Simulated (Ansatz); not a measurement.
# Sensitivity of the G0W0 gap of NaI (Fm-3m)

Aim: change settings of a G0W0 run on NaI (Fm-3m) and see what moves.

Main program and level: Ansatz 0.2.0; G0W0 on PBE, plane waves, PAW.

## Step 1: The starting structure

It takes space group Fm-3m (No. 225, cubic). The conventional cell has a = 6.473 Å, b = 6.473 Å, c = 6.473 Å, α = 90.00°, β = 90.00°, γ = 90.00°. Na has 6 I at 3.24 Å nearest. Nearest to I lie 6 Na at 3.24 Å. Farther neighbours and most contacts between anions are not listed.

The cell and positions come from the Crystallography Open Database and are kept as given unless a step says otherwise. Spin-orbit coupling is left out unless a step names it. The default PAW set here is soft_2. Its files were made with PBE.

## Step 2: The base run: 4×4×4 mesh, 71 empty bands, screening to 60 eV

Now the one-shot GW correction: screening in the RPA, then the self-energy of the levels asked for.

File input.yaml:

```yaml
crystal:
  lattice:
    - [0.0, 3.2364, 3.2364]
    - [3.2364, 0.0, 3.2364]
    - [3.2364, 3.2364, 0.0]
  atoms:
    - { symbol: Na, position: [0.0, 0.0, 0.0] }
    - { symbol: I, position: [0.5, 0.5, 0.5] }
kpoints:
  mp_grid: { grid: [4, 4, 4] }
hamiltonian:
  xc: pbe
scf:
  occupations: { method: fixed }
gw:
  n_empty_bands: 71
  ecut_chi: 60
  qp_bands: [v2, c2]
  qp_kpoints: band_edges
  screening: { model: contour_deformation }
```

The run is started by

```console
> ansatz run input.yaml --threads 3 --pin off --max-ram 92160MiB --backend cuda --events-out ev --progress --plain --runs-dir out --devices 1 --max-vram 13GiB
```

Numbers of over 12 decimals in the logs are rounded to 6 here.

What it wrote:

```text
GPUs: using 1 of 1 available (devices: 1).
Engine: ansatz 0.2.0, x86_64-unknown-linux-gnu
Pseudopotentials: kind: paw
Pseudopotential: Na, paw, valence charge 9, recommended cutoff 420 eV (normal), Na.paw.azcp
Pseudopotential: I, paw, valence charge 17, recommended cutoff 420 eV (normal), I.paw.azcp
Functional definition: PBE
  parameter kappa = 0.804
  parameter beta = 0.066725
  exchange = pbe_x(kappa = kappa, mu = beta*pi^2/3)
  correlation = pbe_c(beta = beta)
device memory: the entry about to start is reckoned to put 1.0 GiB on a device that reports 33.4 GiB free (of which the cap on the GPU budget leaves the run 13.0 GiB)
GPU FFT provider: cuFFT
GPU libraries: cuBLAS 13.8.2, cuFFT 12.4.0, cuSOLVER 12.3.4
Crystal: 2 atoms, lattice volume = 67.798 Å³
Basis set: ecut = 420 eV, 1363 PW (Γ)
Bands: 17, of which v1, the nominal top of the filled ones, is band 13 counted from 1 (12 counted from 0)
Symmetry: 48 space group operations
Space group: Fm-3m (ITA 225), of the structure as read, at distance tolerance 4.1e-5 Å
k-points: 8 of 64
Non-local potential: Na, projectors of the file, l = 0: 3, l = 1: 2, l = 2: 1
Non-local potential: I, projectors of the file, l = 0: 2, l = 1: 2, l = 2: 2, l = 3: 2
PAW form: soft (Blöchl's): semilocal exchange-correlation on the pseudo side does not see the compensation charge
PAW one-centre angular grid: Na, 110 points (default); XC on 64 Gauss nodes
PAW one-centre angular grid: I, 590 points (default); XC on 64 Gauss nodes
Initial density: superposition of atomic densities (neutral atoms: chi_scale 0, normalization atom), corrected by the library's trained network
Initial wavefunctions: pseudopotential atomic-orbital guess
GPU buffer pool allocated for 32768 grid points (all kernels)
GPU transforms: local potential and band sums: pruned to the plane-wave sphere, on 30×32×32
Functional: x = pbe(κ = 0.804, μ = 0.219515), c = pbe(β = 0.066725)
SCF iter   1: F=—  HF=-9001.877174 eV  |F-HF|=—  |Δ(HF+E_count)|=         —  Δρ=6.27e-4  dr2=6.17e-4  ethr=1.77e-3  ⟨swp⟩=5.1  Hψ=604  notcnv=0  defer=12
preconditioner: auto → none  [insulator: Δε(μ)=3.642 eV  Ē_g=10.581 eV  n_scr=14 (ndim 8)  ℏωp=12.8 eV  f_vac=0.068  ε∞_Penn≈2.5]
SCF iter   2: F=—  HF=-9001.877373 eV  |F-HF|=—  |Δ(HF+E_count)|=   1.99e-4  Δρ=7.71e-4  dr2=9.48e-4  ethr=2.37e-6  ⟨swp⟩=2.5  Hψ=331  notcnv=0  defer=13
SCF iter   3: F=—  HF=-9001.877121 eV  |F-HF|=—  |Δ(HF+E_count)|=   2.52e-4  Δρ=4.29e-4  dr2=2.95e-4  ethr=2.37e-6  ⟨swp⟩=2.2  Hψ=197  notcnv=0  defer=12
SCF iter   4: F=—  HF=-9001.877052 eV  |F-HF|=—  |Δ(HF+E_count)|=   6.87e-5  Δρ=1.49e-4  dr2=3.42e-5  ethr=1.14e-6  ⟨swp⟩=2.0  Hψ=186  notcnv=0  defer=12
[...]
E_nonlocal   = 24.987425
  E_hartree    = 1519.190478
  E_xc         = -167.312781
  E_vxc        = -179.054364  (∫ρ·V_xc dr)
  E_paw        = -5080.373786  (= ΣΔE_a)
  E_vpaw       = -458.114873  (= ΣTr[D̂ρ^β])
  E_aug_tail   = -0.000041  (compensation charges beyond the density's cutoff)
  E_ewald      = -2257.850118
  E_smearing   = -0.000000  (= −TS)
  E_closure    = 0.000000  (closes the sum)
  Σ components = -9001.877046   (vs F -9001.877046, Δ=0.00e0)
--- Band table (eV; the first three rows and the last of 8) ---
  k-point 0: bands = [... 9 lower, -7.9769, 3.0384, 3.0384, 3.0384, 6.6804, 10.9971, 10.9971, 10.9971]
  k-point 1: bands = [... 9 lower, -7.8268, 1.7488, 2.8918, 2.8918, 7.9672, 10.5540, 11.0290, 11.0290]
  k-point 2: bands = [... 9 lower, -7.6643, 0.8599, 2.7576, 2.7576, 8.1358, 10.5021, 10.5021, 11.7694]
  k-point 7: bands = [... 9 lower, -7.5788, 1.6331, 1.6331, 2.1075, 8.8669, 10.5348, 10.5348, 10.9589]
--- G₀W₀: contour deformation, 6 samples at zero and on the imaginary axis and 2 off it, 64 q-points, 71 empty bands' worth ---
  eigenvalues of the whole cell's RPA ε∞ on this k-mesh (on a slab, of 1 + 4πα/V) = 3.2072, 3.2072, 3.2072; static W/v taken at q = 0 is 0.311797
  bands read: the sum over 84 bands ends inside a degenerate multiplet in 3 slots, whose members it reads at an even weight; the widest, k=1: bands 84 to 85 (counted from 1) at 1/2 each
  gw.qp_kpoints: band_edges: 6 of 8 stored k-points solved, in 1 pass; an edge of the gap read off the rows below is read off those points alone
    valence top: of the k-points left out ik 4 came nearest to being solved in a further pass, in band 13 (counted from 1, as in the quasiparticle table): it holds the edge there only if its correction is more favourable than any solved in that band by at least 0.527 eV; those differ by 0.142 eV
    conduction bottom: of the k-points left out ik 4 came nearest to being solved in a further pass, in band 14 (counted from 1, as in the quasiparticle table): it holds the edge there only if its correction is more favourable than any solved in that band by at least 1.725 eV; those differ by 0.258 eV
    ik  band        ε_KS         Σx   Σc(E_QP)       V_xc       Z   E_QP_lin       E_QP  E_QP is
     0    12      3.0384   -17.5614     1.9457   -14.5415  0.7955     1.9476     1.9641  root
     0    13      3.0384   -17.5614     1.9457   -14.5415  0.7955     1.9476     1.9641  root
     0    14      6.6804    -5.2755    -3.1097    -9.0709  0.8337     7.3711     7.3661  root
     0    15     10.9971    -3.7357    -3.4018    -7.8644  0.8161    11.7319    11.7240  root
     1    12      2.8918   -17.3718     1.9757   -14.2929  0.7941     1.7708     1.7886  root
     1    13      2.8918   -17.3718     1.9757   -14.2929  0.7941     1.7708     1.7886  root
     1    14      7.9672    -5.3843    -3.1751    -9.2668  0.8275     8.6805     8.6746  root
     1    15     10.5540    -4.8221    -3.4580    -9.0453  0.8105    11.3287    11.3192  root
[...]
6    12      2.2948   -16.8329     2.1181   -13.4981  0.7884     1.0540     1.0781  root
     6    13      2.2948   -16.8329     2.1181   -13.4981  0.7884     1.0540     1.0781  root
     6    14      7.5352    -4.5127    -3.1155    -8.3657  0.8301     8.2789     8.2727  root
     6    15      8.6040    -3.3381    -3.0639    -6.9037  0.8290     9.1086     9.1057  root
[key lines of the parts left out:]
SCF converged after 8 iterations
Free energy (F): -9001.877046 eV
Fermi energy:    3.038382 eV
```

Elapsed: 5.3 s, on 1 × NVIDIA H100 80GB HBM3 (shared by 6 runs) with 3 threads of AMD EPYC 7R13 (Zen 3), shared host; peak memory 1.1 GiB; 5.2 s of CPU time.

Numbers from this step:

| Quantity | Value |
| --- | --- |
| bands summed | 84 |
| RPA ε∞ on this mesh (eigenvalues) | 3.207, 3.207, 3.207 |
| plane waves in the screening matrix | 65 |
| q-points in the mesh | 64 |
| G0W0 gap on the mesh | 5.402 eV |
| k of the valence top | 0, 0, 0 |
| k of the conduction bottom | 0, 0, 0 |
| starting gap on the mesh | 3.642 eV |
| Z at the valence top | 0.7955 |
| Z at the conduction bottom | 0.8337 |
| least direct G0W0 gap on the computed points | 5.402 eV |

The gap on the mesh goes from 3.64 eV to 5.40 eV, a correction of +1.76 eV. Between the two edge states, bare exchange in place of the xc potential would open the gap by 6.82 eV, and correlation takes back 5.06 eV.

## Step 3: Variant: static remainder

This step: G0W0 on PBE, plane waves, norm-conserving pseudopotentials.

input.yaml, the sections that differ from step 2:

```yaml
hamiltonian:
  xc: pbe
  pseudopotentials: { kind: nc }
gw:
  n_empty_bands: 71
  ecut_chi: 100
  qp_bands: [v2, c2]
  qp_kpoints: band_edges
  screening: { model: contour_deformation }
  static_remainder: true
# crystal, kpoints, scf: as in step 2
```

What it wrote:

```text
Warning: gw takes pair_densities: pseudo, which can misplace gaps by tens of per cent, since gw.static_remainder lacks the terms of the atoms
GPUs: using 1 of 1 available (devices: 1).
[...]
GPU FFT provider: cuFFT
GPU libraries: cuBLAS 13.8.2, cuFFT 12.4.0, cuSOLVER 12.3.4
Crystal: 2 atoms, lattice volume = 67.798 Å³
Basis set: ecut = 1197.300995 eV, 6375 PW (Γ)
Bands: 12, of which v1, the nominal top of the filled ones, is band 8 counted from 1 (7 counted from 0)
[... 1 set-up line as in the run before ...]
[...]
k-points: 8 of 64
[...]
GPU buffer pool allocated for 157464 grid points (all kernels)
[...]
SCF iter   1: F=—  HF=-1599.054531 eV  |F-HF|=—  |Δ(HF+E_count)|=         —  Δρ=5.26e-2  dr2=1.22e0  ethr=3.10e-3  ⟨swp⟩=4.9  Hψ=502  notcnv=0  defer=9
[...]
SCF iter   7: F=-1598.408944 eV  HF=-1598.408944 eV  |F-HF|=4.82e-11  |Δ(HF+E_count)|=   1.09e-7  Δρ=3.92e-6  dr2=4.36e-9  ethr=6.25e-10  ⟨swp⟩=6.6  Hψ=476  notcnv=0
SCF 1 converged in 7 iterations: F = -1598.408944 eV  dr2 = 4.36e-9
[...]
NSCF: frozen V_eff on 8 k-points
[...]
G₀W₀ screening: q 1/8
[... further progress lines ...]
[...]
SCF converged after 7 iterations
Free energy (F): -1598.408944 eV
[...]
Internal energy: -1598.408944 eV  (E = F + TS)
E sigma→0 (E₀):  -1598.408944 eV
Fermi energy:    1.815528 eV
[...]
--- Band table (eV; the first three rows and the last of 8) ---
  k-point 0: bands = [... 4 lower, -9.2099, 1.8155, 1.8155, 1.8155, 5.4541, 9.7735, 9.7735, 9.7735]
  k-point 1: bands = [... 4 lower, -9.0596, 0.5238, 1.6686, 1.6686, 6.7419, 9.3306, 9.8064, 9.8064]
  k-point 2: bands = [... 4 lower, -8.8970, -0.3663, 1.5341, 1.5341, 6.9105, 9.2802, 9.2802, 10.5477]
  k-point 7: bands = [... 4 lower, -8.8114, 0.4079, 0.4079, 0.8829, 7.6444, 9.3113, 9.3113, 9.7352]
[...]
static-remainder magnitude (band-truncation diagnostic): 0.4080 eV
[...]
0     7      1.8155   -14.4080     1.6317   -11.3810  0.7878     0.3916     0.4202  root
     0     8      1.8155   -14.4080     1.6317   -11.3810  0.7878     0.3916     0.4202  root
     0     9      5.4541    -3.6160    -3.2306    -7.3180  0.8312     5.9278     5.9254  root
     0    10      9.7735    -3.0913    -3.5278    -7.1479  0.8130    10.3063    10.3023  root
     1     7      1.6686   -14.3134     1.6729   -11.2281  0.7867     0.2261     0.2562  root
     1     8      1.6686   -14.3134     1.6729   -11.2281  0.7867     0.2261     0.2562  root
     1     9      6.7419    -3.7649    -3.3176    -7.5716  0.8244     7.2337     7.2310  root
     1    10      9.3306    -3.5213    -3.6302    -7.6667  0.8069     9.8499     9.8458  root
[...]
6     7      1.0706   -14.1200     1.8567   -10.7931  0.7817    -0.4357    -0.3996  root
     6     8      1.0706   -14.1200     1.8567   -10.7931  0.7817    -0.4357    -0.3996  root
     6     9      6.3109    -3.8106    -3.1922    -7.5862  0.8278     6.8981     6.8944  root
     6    10      7.3788    -2.9086    -3.1393    -6.4216  0.8264     7.7541     7.7525  root
```

Wall time 10 s (1 × NVIDIA H100 80GB HBM3 (shared by 6 runs) with 3 threads); peak memory 1 GiB; 7 s of CPU time.

Against the base:

| setting | base | variant |
| --- | --- | --- |
| files | default PAW | norm-conserving |
| screening cutoff (eV) | 60 | 100 |
| static remainder | - | true |

| quantity | variant | base |
| --- | --- | --- |
| starting gap on the mesh | 3.639 | 3.642 |
| G0W0 gap on the mesh | 5.505 | 5.402 |
| least direct G0W0 gap on the computed points | 5.505 | 5.402 |
| Z at the valence top | 0.788 | 0.795 |
| Z at the conduction bottom | 0.831 | 0.834 |

## Step 4: Outcome

| Item | Value |
| --- | --- |
| base | 5.40 eV, 5.3 s |
| static remainder | 5.51 eV, 10 s |

What this shows: Static remainder: the gap moves by +0.10 eV (the plane-wave cutoff goes from 420 to 1197.3 eV); such settings are too crude to quote. The variant differs from the base in files, screening cutoff and static remainder together, so the change can't be laid to one of them. This option needs pseudo pair densities, which the log warns can misplace gaps. All runs here use a coarse mesh and modest cutoffs; they test settings and are not final values. The many-body steps are scalar-relativistic: spin-orbit coupling is not in them.

[Paths, hosts, dates, memory and timing lines, banners, echoed tables and standing remarks are left out of the program output.]

[Logs are printed without paths, hosts, clocks, repeated set-up lines and the standing remarks that a program may print on its own settings, such as how far it seeks lower states.]

[Runs of the session that timed out or met a known fault of the program may be left out.]

[Cells called generated may have been cut or substituted from an entry of the Crystallography Open Database or the Materials Project.]

[Hosts, paths, dates, database ids (printed as entryN), source tags and the programs' standing remarks are cut or masked in the printed files.]
